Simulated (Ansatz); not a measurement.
# The perfect Fe wire along [100], 5 atoms a period, part 2 of 2

Aim: is the Fe wire along [100], 5 atoms a period a metal or a semiconductor?

Ansatz 0.2.0; DFT PBE, plane waves, PAW; relaxation of a wire's period; PAW set soft_1 (the session's first sound run).

So far: The structure; Relaxation of atoms and period.

### 2. Relaxation of atoms and period (continued)

Relaxation path:

```
step  energy less that of the first step (eV)  largest force component (eV/Å)  pressure (GPa)  volume (Å³)
   1                                   0.0000                          0.7946           -3.20       262.45
   2                                  -0.3808                          0.2606           -1.15       252.98
   3                                  -0.4350                          0.1228            0.47       245.02
   4                                  -0.4403                          0.0187            0.08       245.49
   5                                  -0.4407                          0.0013            0.05       245.03
  6*                                  -0.4357                          0.0017            0.06       245.03
```

Relaxation steps marked * repeat the geometry before them on a plane-wave basis chosen anew for their cell, so energy and pressure can jump there.

The run keeps the 16 symmetry operations that it works with, so distortions that break them were not tested.

```
cell as run  before  after  change
      c (Å)   2.830  2.642  -6.6 %
```

The atoms that moved most (Å, along periodic axes as changes of fractional coordinates times the final cell, across vacuum about the mean position):

```
atom      dx      dy     dz  length
 Fe2   0.052   0.052  0.000   0.074
 Fe3   0.052  -0.052  0.000   0.074
 Fe4  -0.052   0.052  0.000   0.074
 Fe5  -0.052  -0.052  0.000   0.074
```

Final coordinates:

```xyz
5
Lattice="9.6300 0.0000 0.0000 0.0000 9.6300 0.0000 0.0000 0.0000 2.6422" Properties=species:S:1:pos:R:3
Fe    4.8150    4.8150    0.0000
Fe    3.4522    3.4522    1.3211
Fe    3.4522    6.1778    1.3211
Fe    6.1778    3.4522    1.3211
Fe    6.1778    6.1778    1.3211
```

This step gave:

```yaml
energy_at_zero_smearing: -22394.1302 eV
total_moment: 14.90 μB
absolute_moment: 15.30 μB
cell_length_along_the_wire: 2.642 Å
```

Site moment by atom:

```
atom  site moment (μB)
 Fe1              2.13
 Fe2              2.92
 Fe3              2.92
 Fe4              2.92
 Fe5              2.92
```

The cell's length comes to 2.642 Å with an absolute moment of 15.30 μB a cell.

### 3. The wire at its relaxed period

This step: DFT PBE, plane waves, PAW; bands of a perfect wire; PAW set soft_1 (Ansatz 0.2.0).

At the relaxed period the bands are computed along the axis; those that cross an energy going forward count the channels that a perfect wire would open there.

File input.yaml:

```yaml
crystal:
  lattice:
    - [9.63, 0.0, 0.0]
    - [0.0, 9.63, 0.0]
    - [0.0, 0.0, 2.642165177]
  atoms:
    - { symbol: Fe, position: [0.5, 0.5, 0.0], spin: 2.13 }
    - { symbol: Fe, position: [0.358487926, 0.358487926, 0.5], spin: 2.92 }
    - { symbol: Fe, position: [0.358487926, 0.641512074, 0.5], spin: 2.92 }
    - { symbol: Fe, position: [0.641512074, 0.358487926, 0.5], spin: 2.92 }
    - { symbol: Fe, position: [0.641512074, 0.641512074, 0.5], spin: 2.92 }
magnetization:
  spin_polarized: true
kpoints:
  mp_grid: { grid: [1, 1, 31] }
  band_path: { path: ["Γ", Z], npoints: 90 }
scf:
  occupations: { method: fermi_dirac, width: 0.05 }
hamiltonian:
  xc: pbe
  pseudopotentials: { kind: paw, azcp: { folder: soft_1 } }
output:
  dos: { e_range: [-5, 4] }
  write_potential: true
  write_density: true
  volumetric_format: npy
```

Command:

```
> ansatz run input.yaml --threads 4 --pin off --max-ram 16384MiB --backend cpu --events-out ev --progress --plain --runs-dir out
```

Numbers of over 12 decimals in the logs are rounded to 6 here.

Log:

```text
[...]
Crystal: 5 atoms, lattice volume = 245.026 Å³
Basis set: ecut = 420 eV, 4837 PW (Γ)
Bands: 57, of which v1, the nominal top of the filled ones, is band 40 counted from 1 (39 counted from 0)
Symmetry: 16 space group operations
[...]
k-points: 16 of 31
[...]
Starting moments: Σ|m| = 13.81 μB on 5 of 5 sites
[...]
SCF iter   1: F=—  HF=-22392.108141 eV  |F-HF|=—  |Δ(HF+E_count)|=         —  Δρ=3.15e-2 (↑3.13e-2 ↓3.15e-2)  dr2=1.79e1  dr2_m=1.55e0  M=14.800 μB ∫|m|=14.919 μB  β_m=0.30  ethr=3.10e-3  ⟨swp⟩=8.3  Hψ=8270  notcnv=0  defer=21
[...]
SCF iter  13: F=-22394.167486 eV  HF=-22394.167486 eV  |F-HF|=8.11e-9  |Δ(HF+E_count)|=   4.63e-9  Δρ=1.09e-6 (↑1.06e-6 ↓1.09e-6)  dr2=8.80e-9  dr2_m=2.40e-10  M=14.952 μB ∫|m|=15.343 μB  ethr=9.63e-12  ⟨swp⟩=10.6  Hψ=7742  notcnv=0
SCF 1 converged in 13 iterations: F = -22394.167486 eV  dr2 = 8.80e-9
[...]
WARN: The output density's exchange-correlation potential varies sharply where the density is thin. Do not read a vacuum level from v_tot or v_xc, or from such a field of the output density. On a cell that repeats whose density bears no net charge and no dipole along the vacuum's axis use v_es (v_loc + v_h of the components); under efield.dipole_correction with no amplitude use v_es + v_field, which holds any externa [...]
NSCF: frozen V_eff on 91 k-points
SCF converged after 13 iterations
Magnetization: 14.9523 μB (47.4762 up, 32.5238 down)
Absolute magnetization: 15.3440 μB (∫|ρ↑−ρ↓|, with the PAW one-centre terms)
[...]
Per-site moments (μB) at R_I (Å): [(2.143050, 0.963830), (2.929657, 0.963830), (2.929657, 0.963830), (2.929657, 0.963830), (2.929657, 0.963830)]
Free energy (F): -22394.167486 eV
[...]
Internal energy: -22394.092289 eV  (E = F + TS)
E sigma→0 (E₀):  -22394.129887 eV
Entropy (-TS):   -0.075197 eV (-15.039 meV/atom)
Fermi energy:    1.645923 eV
[...]
--- Band table (eV; the first three rows and the last of 32) ---
  k-point 0 ↑: bands = [... 36 lower, -0.2661, -0.2596, -0.2596, -0.1830, -0.1830, -0.0909, -0.0397, 0.0072, ... 13 higher]
  k-point 1 ↑: bands = [... 36 lower, -0.3029, -0.3001, -0.3001, -0.1430, -0.1430, -0.0999, -0.0258, 0.0521, ... 13 higher]
  k-point 2 ↑: bands = [... 36 lower, -0.3963, -0.3676, -0.3676, -0.1260, -0.0767, -0.0767, -0.0664, 0.0078, ... 13 higher]
  k-point 15 ↓: bands = [... 36 lower, 2.6288, 2.7408, 2.9417, 2.9654, 2.9654, 3.1254, 3.4383, 3.6457, ... 13 higher]
```

Elapsed: 28 s, on 4 threads of Arm Neoverse V2, shared host; peak memory 1.3 GiB; 1.8 min of CPU time.

In the SCF lines HF is the Harris–Foulkes energy and dr2 the Hartree energy of the density residual, in eV; the loop may stop once dr2 is under the threshold and the program's other checks hold. Hψ counts applications of the Hamiltonian.

This step gave:

| Item | Value |
| --- | --- |
| energy at zero smearing | -22394.1299 eV |
| total moment | 14.95 μB |
| absolute moment | 15.34 μB |
| band gap | 0 eV |

Between Γ and Z the bands cross the Fermi level 10 times, so a perfect wire would conduct at least 5 G₀, with an absolute moment of 15.34 μB a cell.

### 4. What came out

| Property | Result |
| --- | --- |
| cell length, PBE | 2.642 Å |
| absolute moment, PBE | 15.3 μB |
| ballistic conductance by band crossings, a lower bound, PBE | 5 G₀ |

Under PBE the cell's length is 2.64 Å, the absolute moment is 15.34 μB a cell, and the bands cross the Fermi level 10 times between Γ and Z, which gives a perfect wire at least 5 G₀ (opposite crossings within one step of the path cancel in such a count). In the perfect wire the moments were started parallel, and no opposed start was run. No search over magnetic orders was made; another may lie lower.

[Logs are printed without paths, hosts, clocks, repeated set-up lines and the standing remarks that a program may print on its own settings, such as how far it seeks lower states.]

[Hosts, paths, dates, database ids (printed as entryN), source tags and the programs' standing remarks are cut or masked in the printed files.]
